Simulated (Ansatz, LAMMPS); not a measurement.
# Glassy Ga2O3 (115 atoms): where an added charge goes, part 4 of 4

Aim: add and remove one electron in glassy Ga2O3 (115 atoms), with atoms held and relaxed, and read trapping energy and localisation.

Ansatz 0.2.0; Kohn-Sham DFT, PBE, PAW (set soft_1), plane waves.

The cell: 46 Ga and 69 O. The quench rate of 100 K/ps is orders of magnitude faster than experiment. The network of bonds at the start is that of the classical potential that made the cell. Sampling is at Γ alone, for a cell whose shortest periodic width is 11 Å.

So far. Step 8 (Neutral at the geometry of the electron): Neutral at the geometry of the electron: the energy stands 0.00120 eV above that of the reference. Step 9 (An extra hole, atoms held): An extra hole, atoms held: the energy stands 6.76 eV below that of the reference, with a moment of 1.00 μB.

## (9) An extra hole, atoms held (continued)

Spin density in the ab plane at fractional z = 0.499, with atoms of Ga and O within 0.2 Å of it.

Values in e/Å³, 13 rows by 16 columns, each cell a mean:
```
0.00 0.00 0.00 0.00 0.00 0.03 0.11 0.00 0.00 0.00 0.00 0.00 0.00 0.00 0.00 0.00
0.00 0.00 0.00 0.00 0.00 0.02 0.05 0.00 0.00 0.00 0.00 0.00 0.00 0.00 0.00 0.00
0.00 0.00 0.00 0.00 0.00 0.00 0.00 0.00 0.00 0.00 0.00 0.00 0.00 0.00 0.00 0.00
0.00 0.00 0.00 0.00 0.00 0.00 0.00 0.00 0.00 0.00 0.00 0.00 0.00 0.00 0.00 0.00
0.00 0.00 0.00 0.00 0.00 0.00 0.00 0.00 0.00 0.00 0.00 0.00 0.00 0.00 0.00 0.00
0.00 0.00 0.00 0.00 0.00 0.00 0.00 0.00 0.00 0.00 0.00 0.00 0.00 0.00 0.00 0.00
0.00 0.00 0.00 0.00 0.00 0.00 0.00 0.00 0.00 0.00 0.00 0.00 0.00 0.00 0.00 0.00
0.00 0.00 0.00 0.00 0.00 0.00 0.00 0.00 0.00 0.00 0.00 0.00 0.00 0.00 0.00 0.00
0.00 0.00 0.00 0.00 0.00 0.00 0.00 0.00 0.00 0.00 0.00 0.00 0.00 0.00 0.00 0.00
0.00 0.00 0.00 0.00 0.00 0.00 0.00 0.00 0.00 0.00 0.00 0.00 0.00 0.00 0.00 0.00
0.00 0.00 0.00 0.00 0.01 0.02 0.00 0.00 0.00 0.00 0.00 0.00 0.00 0.00 0.00 0.00
0.00 0.00 0.00 0.00 0.00 0.01 0.00 0.00 0.00 0.00 0.00 0.00 0.00 0.00 0.00 0.00
0.00 0.00 0.00 0.00 0.00 0.00 0.01 0.00 0.00 0.00 0.00 0.00 0.00 0.00 0.00 0.00
```
Columns run along a (11.1 Å), rows up along b (11.1 Å). Atoms in or near the plane, at fractional coordinates: Ga at (0.81, 0.78), Ga at (0.47, 0.61), Ga at (0.41, 0.30), Ga at (0.03, 0.23), Ga at (0.96, 0.52), O at (0.30, 0.17), O at (0.15, 0.80), O at (0.37, 0.47), O at (0.38, 0.95), O at (0.10, 0.41).

## (10) An extra hole, atoms relaxed

The atoms now respond to the charge; the energy gained comes from screening by the atoms, from trapping if the charge localises, and from any strain left in the reference.

Input and log are left out; they have the form of those shown for this kind of step.

Wall time 9.4 min (4 threads of Arm Neoverse V2, shared host); peak memory 4 GiB; 37 min of CPU time.

The relaxation converged after 8 steps, 0.184 eV below its start, with a largest force component of 0.045 eV/Å.

An extra hole, atoms relaxed: the energy stands 6.95 eV below that of the reference, with a moment of 1.00 μB.

## (11) An extra hole, levels at the relaxed geometry

A single point at the new geometry gives levels and spin density.

Input and log are left out; they have the form of those shown for this kind of step.

Wall time 2.2 min (4 threads of Arm Neoverse V2, shared host); peak memory 4.1 GiB.

An extra hole, levels at the relaxed geometry: the energy stands 6.95 eV below that of the reference, with a moment of 1.00 μB.

A closer look about O82, which holds the most spin: 14 atoms, nearest first, numbered in the order of the input, with positions taken from that point.

```tsv
atom	x	y	z	distance (Å)	Löwdin charge (e)	moment (μB)
O82	0.00	0.00	0.00	0.00	-0.50	0.40
Ga19	-1.08	-1.08	1.14	1.91	1.06	0.00
Ga37	1.82	-0.46	0.46	1.94	1.08	0.00
Ga22	-0.56	1.22	-1.68	2.15	1.07	0.00
O87	1.50	-1.81	-1.00	2.56	-0.58	0.18
O49	-0.82	2.45	-0.20	2.60	-0.64	0.04
O100	1.36	0.49	2.16	2.60	-0.64	0.12
O57	-1.00	-0.55	-2.37	2.63	-0.67	0.06
O96	0.17	-2.57	1.28	2.88	-0.66	0.00
O102	2.75	1.16	0.09	2.98	-0.67	0.00
O59	-2.59	-1.51	0.03	3.00	-0.66	0.00
O94	-2.47	0.49	1.66	3.01	-0.65	0.01
Ga15	0.37	-1.85	-2.48	3.12	1.08	0.00
O101	1.06	1.31	-2.65	3.14	-0.66	0.00
```

The distance from O82 to O87 changes most, from 2.73 Å in the neutral cell to 2.56 Å.

The levels nearest the highest filled one (over half full), pooled over k-points and spins:

```tsv
level less the highest filled one (eV)	occupation
-0.0572	1
-0.0554	1
-0.0028	0.999
0	0.999
0.126	0.002
1.44	0
1.44	0
3.62	0
```

Spin density in the ab plane at fractional z = 0.500, with atoms of Ga and O within 0.2 Å of it.

Values in units of 1e-1 e/Å³, 13 rows by 16 columns, each cell a mean:
```
0.0 0.0 0.0 0.0 0.0 0.5 3.7 0.1 0.0 0.0 0.0 0.0 0.0 0.0 0.0 0.0
0.0 0.0 0.0 0.0 0.0 0.5 2.4 0.1 0.0 0.0 0.0 0.0 0.0 0.0 0.0 0.0
0.0 0.0 0.0 0.0 0.0 0.0 0.0 0.0 0.1 0.0 0.0 0.0 0.0 0.0 0.0 0.0
0.0 0.0 0.0 0.0 0.0 0.0 0.0 0.0 0.0 0.0 0.0 0.0 0.0 0.0 0.0 0.0
0.0 0.0 0.0 0.0 0.0 0.0 0.0 0.0 0.0 0.0 0.0 0.0 0.0 0.0 0.0 0.0
0.0 0.0 0.0 0.0 0.0 0.0 0.0 0.0 0.0 0.0 0.0 0.0 0.0 0.0 0.0 0.0
0.0 0.0 0.0 0.0 0.0 0.0 0.0 0.0 0.0 0.0 0.0 0.0 0.0 0.0 0.0 0.0
0.0 0.0 0.0 0.0 0.0 0.0 0.0 0.0 0.0 0.0 0.0 0.0 0.0 0.0 0.0 0.0
0.0 0.0 0.0 0.0 0.0 0.0 0.0 0.0 0.0 0.0 0.0 0.0 0.0 0.0 0.0 0.0
0.0 0.0 0.0 0.0 0.0 0.0 0.0 0.0 0.0 0.0 0.0 0.0 0.0 0.0 0.0 0.0
0.0 0.0 0.0 0.0 0.3 0.4 0.0 0.0 0.0 0.0 0.0 0.0 0.0 0.0 0.0 0.0
0.0 0.0 0.0 0.0 0.1 0.3 0.0 0.0 0.0 0.0 0.0 0.0 0.0 0.0 0.0 0.0
0.0 0.0 0.0 0.0 0.0 0.1 0.2 0.0 0.0 0.0 0.0 0.0 0.0 0.0 0.0 0.0
```
Columns run along a (11.1 Å), rows up along b (11.1 Å). Atoms in or near the plane, at fractional coordinates: Ga at (0.81, 0.78), Ga at (0.47, 0.61), Ga at (0.41, 0.30), Ga at (0.03, 0.23), Ga at (0.96, 0.52), O at (0.31, 0.16), O at (0.15, 0.80), O at (0.37, 0.47), O at (0.39, 0.94), O at (0.09, 0.41).

## (12) Neutral at the geometry of the hole

The neutral cell at the new geometry gives the energy of that geometry without the charge.

Input and log are left out; they have the form of those shown for this kind of step.

The job ended after 50 s (4 threads of Arm Neoverse V2, shared host; peak memory 2.4 GiB; 3.2 min of CPU time).

Neutral at the geometry of the hole: the energy stands 0.528 eV above that of the reference.

## (13) Energies and spread of the extra charge

Energies are differences within one cell and functional; the shift is the gain plus the neutral cell's energy at the new geometry, that is how much cheaper the vertical process becomes there. The spread is the participation number of the site moments (1/Σw², over the spin inside atomic spheres), with the atom that holds the largest share and the spin that the spheres hold in all.

```tsv
carrier	charged less neutral, atoms held (eV)	gain on relaxing (eV)	neutral cell at that geometry, less the reference (eV)	shift of the vertical energy (eV)	spread, atoms held	spread, relaxed
electron	8.248	0.004	0.001	0.006	-	-
hole	-6.762	0.184	0.528	0.712	21; O82 14 % of 0.90 μB	4; O82 44 % of 0.91 μB
```

## (14) Outcome

The extra electron gains 0.0044 eV as the atoms relax: so small a gain shows no trapping at this level. The cell with the electron keeps a moment of only 0.00 μB where one unpaired electron should give 1 μB: the carrier is shared between both spins, which can hide trapping. The extra hole gains 0.18 eV as the atoms relax, and its spin goes from about 21 to 4 atoms: the atoms trap it, with the largest share on O82. The O82–O87 distance goes from 2.73 to 2.56 Å. Adding the two vertical energies gives 1.49 eV, against a gap of 1.32 eV in the neutral cell. The zero of the potential cancels in this sum; the excess isn't taken apart here: charging of a small cell, filling of bands on a coarse mesh and the attraction to the background can all enter.

Caveats: Single energies of charged cells hang on the program's zero of potential. In the spin-polarised runs the search for a state of lower energy was switched off. No distortion was seeded, so a trapped state behind a barrier can't be found. Local and semilocal functionals favour spread-out charges, so trapping can be missed. The pressure of -1.6 GPa shows the cell to be stretched for this functional. Charged cells carry a uniform background, with no correction for images.

The DFT runs together took 32 min of wall time.

[Logs are printed without paths, hosts, clocks, repeated set-up lines and the standing remarks that a program may print on its own settings, such as how far it seeks lower states.]

[Hosts, paths, dates, database ids (printed as entryN), source tags and the programs' standing remarks are cut or masked in the printed files.]
